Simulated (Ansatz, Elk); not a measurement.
## RbBiCl6: X-ray structure factors from the self-consistent density

Structure refinements treat a crystal as free atoms side by side. For a made-up structure of RbBiCl6 (cell and positions from a r2SCAN relaxation) the runs below show what the calculated density changes in F(hkl).

Program: Elk 11.2.3 (patched build). Level of theory: DFT, PBE, all-electron APW+lo, Dirac cores, scalar-relativistic bands, static density, no spin. Results are calculated unless marked as measured.

This account leaves out most program logs.

The structure was built from a prototype and need not be the compound's stable phase.

### Step 1. The structure

Symmetry: Fm-3m, No. 225, cubic system. Conventional cell: a = 11.579 Å, b = 11.579 Å, c = 11.579 Å, α = 90.00°, β = 90.00°, γ = 90.00°. Nearest to Bi lie 6 Cl at 2.49 Å. Rb has 6 Cl at 3.30 Å nearest. Nearest to Cl lie 1 Bi at 2.49 Å and 1 Rb at 3.30 Å. Farther neighbours and most contacts between anions are not listed.

### Step 2. Ground state and structure factors

An all-electron density is needed, since X-rays see the cores too. Task 0 finds the density and task 195 Fourier-transforms it; tshift is off so that phases refer to the origin typed.

Input file elk.in:

```
tasks
  0
  195

xctype
  20

spinpol
  .false.

rgkmax
  7.0

gmaxvr
  14.0

lmaxo
  7

lmaxapw
  8

swidth
  0.002

tshift
  .false.

ramdisk
  .false.

hmaxvr
  5.5

maxscl
  120

epspot
  1e-06

sppath
  './'

avec
  -0.00000000000 10.94017439118 10.94017439118
  10.94017439118 -0.00000000000 10.94017439118
  10.94017439118 10.94017439118 -0.00000000000

atoms
  3
  'Bi.in'
  1
  0.0000000000 -0.0000000000 -0.0000000000   0.000000 0.000000 0.000000
  'Rb.in'
  1
  0.5000000000 0.5000000000 0.5000000000   0.000000 0.000000 0.000000
  'Cl.in'
  6
  0.2151071341 0.7848928659 0.7848928659   0.000000 0.000000 0.000000
  0.7848928659 0.2151071341 0.7848928659   0.000000 0.000000 0.000000
  0.2151071341 0.2151071341 0.7848928659   0.000000 0.000000 0.000000
  0.7848928659 0.2151071341 0.2151071341   0.000000 0.000000 0.000000
  0.2151071341 0.7848928659 0.2151071341   0.000000 0.000000 0.000000
  0.7848928659 0.7848928659 0.2151071341   0.000000 0.000000 0.000000

ngridk
  4 4 4
```

The run is started by

```
$ OMP_NUM_THREADS=4 elk
```

The job ended after 1.9 min (4 threads of Arm Neoverse V2, shared host; peak memory 0.65 GiB; 4.3 min of CPU time).

SFACRHO.OUT:

```text

h k l indices transformed by vhmat matrix:
   1.000000000       0.000000000       0.000000000    
   0.000000000       1.000000000       0.000000000    
   0.000000000       0.000000000       1.000000000    

      h      k      l  multipl.   |H|            Re(F)            Im(F)           |F|

      0      0      0      1   0.0000000       222.00000     -0.75557863E-16   222.00000    
      0      0     -1      8  0.49737764       65.985395     -0.22714490E-14   65.985395    
     -1     -1      0      6  0.57432223       147.94494      0.13628694E-13   147.94494    
     -1      0      1     12  0.81221428       85.444052      0.10789383E-13   85.444052    
      1     -1     -1     24  0.95240567       37.670184     -0.68143470E-14   37.670184    
      2      2      2      8  0.99475528       31.384489      0.23282352E-13   31.384489    
      2      2      0      6   1.1486445       171.33445     -0.39750358E-13   171.33445    
      3      1      1     24   1.2517063       15.990058      0.28393113E-13   15.990058    
      1      2      3     24   1.2842235       118.46961     -0.33624486E-13   118.46961    
      1      1     -2     24   1.4067964       70.804520     -0.13628694E-13   70.804520    
      0     -2     -3     24   1.4921329       70.215257     -0.97672307E-13   70.215257    
     -3     -3     -3      8   1.4921329      -1.8521639     -0.71550644E-13   1.8521639    
      0      2     -2     12   1.6244286       143.08747     -0.14764419E-13   143.08747    
     -3     -4     -2     48   1.6988681       49.377659     -0.85179338E-14   49.377659    
     -1     -1     -4     24   1.7229667       100.04055      0.31232424E-13   100.04055    
     -3      0     -3      6   1.7229667       128.70157      0.41650782E-13   128.70157    
     -3     -4     -1     24   1.8161663       87.529574      0.20443041E-13   87.529574    
      4      0      1     24   1.8830413       31.299907      0.64736297E-13   31.299907
```

Elk indexes on the primitive cell of elk.in and gives |H| = 4π sin θ/λ in inverse bohr. Below, one row stands for each form hkl of the conventional cell (m members, Friedel mates merged), F is for one primitive cell and the density is static (no thermal factor). Free-atom factors are Waasmaier and Kirfel's, and R is Σm||F|−|F'||/Σm|F|.

```csv
hkl,m,sin θ/λ (Å⁻¹),"abs F, DFT",neutral atoms,diff.,ions,diff.
111,8,0.075,65.985,66.099,-0.114,63.623,+2.362
200,6,0.086,147.945,148.176,-0.231,146.173,+1.772
220,12,0.122,85.444,86.058,-0.614,83.697,+1.747
311,24,0.143,37.670,38.062,-0.391,36.635,+1.035
222,8,0.150,31.384,32.165,-0.781,30.285,+1.100
400,6,0.173,171.334,170.900,+0.434,170.640,+0.694
331,24,0.188,15.990,16.433,-0.443,16.029,-0.039
420,24,0.193,118.470,118.367,+0.103,118.147,+0.323
422,24,0.212,70.805,70.806,-0.002,70.851,-0.047
511,24,0.224,70.215,69.883,+0.332,69.883,+0.333
333,8,0.224,1.852,1.450,+0.402,1.232,+0.620
440,12,0.244,143.088,143.153,-0.065,143.184,-0.096
531,48,0.256,49.378,49.276,+0.101,49.520,-0.142
442,24,0.259,100.040,100.051,-0.011,100.314,-0.274
600,6,0.259,128.702,128.681,+0.021,128.807,-0.105
620,24,0.273,87.530,87.428,+0.102,87.778,-0.248
533,24,0.283,31.300,31.273,+0.027,31.668,-0.368
622,24,0.286,48.757,48.510,+0.247,49.068,-0.310
444,8,0.299,124.273,124.472,-0.199,124.627,-0.354
551,24,0.308,74.639,74.592,+0.046,74.758,-0.120
711,24,0.308,26.350,26.317,+0.033,26.730,-0.380
640,24,0.311,112.186,112.335,-0.149,112.538,-0.352
```

The ions are Rb+, Bi5+ and Cl−, by formal charge.

### Step 3. The highest occupied states alone

An energy window below the Fermi level keeps the highest occupied states, to see at which angles they scatter; shallow core shells can lie inside it and anion s states outside. No new self-consistency is needed.

elk.in, as its differences from that of step 2:

```diff
@@ -1,3 +1,2 @@
 tasks
-  0
   195
@@ -40,2 +39,5 @@
 
+wsfac
+  -0.533470 0.207520
+
 sppath
```

The run is started by

```
$ OMP_NUM_THREADS=4 elk
```

Run time: 51 s. Hardware: 4 threads; peak memory 0.39 GiB.

States within 12 eV below the Fermi level hold 42.00 electrons; any levels below the window count with the cores. Their amplitudes can exceed the total, where window and core parts have opposite phase:

```csv
hkl,sin θ/λ (Å⁻¹),"abs F, window","abs F, all"
111,0.075,2.864,65.985
200,0.086,16.384,147.945
220,0.122,0.487,85.444
311,0.143,3.708,37.670
222,0.150,11.300,31.384
400,0.173,15.682,171.334
331,0.188,5.958,15.990
420,0.193,5.566,118.470
422,0.212,1.176,70.805
511,0.224,1.998,70.215
```

### Step 4. Another functional

The difference from free atoms is small, so it is set against the change that PBEsol makes.

elk.in, as its differences from that of step 3:

```diff
@@ -1,2 +1,3 @@
 tasks
+  0
   195
@@ -4,3 +5,3 @@
 xctype
-  20
+  22
 
@@ -39,5 +40,2 @@
 
-wsfac
-  -0.533470 0.207520
-
 sppath
```

The run is started by

```
$ OMP_NUM_THREADS=4 elk
```

The job ended after 1.9 min (4 threads; peak memory 0.66 GiB).

Against the first run R = 0.02 %; the largest change is -0.062 at 400.

### Step 5. Basis size

A smaller basis shows how fast F responds to it; the change is likely larger than the basis error of the first run, but doesn't show convergence.

elk.in, as its differences from that of step 4:

```diff
@@ -5,3 +5,3 @@
 xctype
-  22
+  20
 
@@ -11,3 +11,3 @@
 rgkmax
-  7.0
+  5.5
```

The run is started by

```
$ OMP_NUM_THREADS=4 elk
```

It took 79 s on 4 threads; peak memory 0.44 GiB.

Against the first run R = 0.04 %; the largest change is -0.108 at 440.

### Step 6. Settings against the effect

```csv
run,R against the first run (%),"R against neutral atoms, low angle (%)",wall time
"PBE, rgkmax 7",0.00,0.29,1.9 min
PBEsol,0.02,0.28,1.9 min
rgkmax 5.5,0.04,0.30,79 s
```

### Step 7. Outcome

| Property | Result |
| --- | --- |
| R against neutral atoms, sin θ/λ < 0.3 Å⁻¹ | 0.29 % |
| R against neutral atoms, 0.3 to 0.70 Å⁻¹ | 0.13 % |
| R against ions, below 0.3 Å⁻¹ | 0.64 % |

In words: Independent neutral atoms miss the calculated amplitudes by R = 0.29 % below 0.3 Å⁻¹ and 0.13 % from there to 0.70 Å⁻¹; by shells, 0.70 % below 0.15 Å⁻¹ (5 forms), 0.22 % 0.15 to 0.3 (14 forms), 0.19 % 0.3 to 0.45 (33 forms), 0.11 % above 0.45 (97 forms). Bonding, aspherical density and the tables' own atoms all enter these figures, and the runs don't part them. The largest change of an amplitude is -0.78 electrons, at 222. Weak lines can change much in proportion: 333 goes from 1.45 to 1.85. Formal ions give R = 0.64 % at low angle, further off than neutral atoms. The window's part falls from 42.0 electrons at the origin to at most 0.75 between 0.45 and 0.70 Å⁻¹. Below 0.3 Å⁻¹ the changes that finished (PBEsol and rgkmax 5.5) move F by R = 0.05 % at most, against the 0.29 % that separates it from free atoms. The k-mesh has no finished test. Spin-orbit coupling is left out, which can matter for elements this heavy. Part of the difference isn't bonding: the tables are fits to free atoms and ions calculated by other methods than this functional. Thermal motion, anomalous dispersion and extinction are left out.

[Logs are printed without paths, hosts, clocks, repeated set-up lines and the standing remarks that a program may print on its own settings, such as how far it seeks lower states.]

[Hosts, paths, dates, database ids (printed as entryN), source tags and the programs' standing remarks are cut or masked in the printed files.]
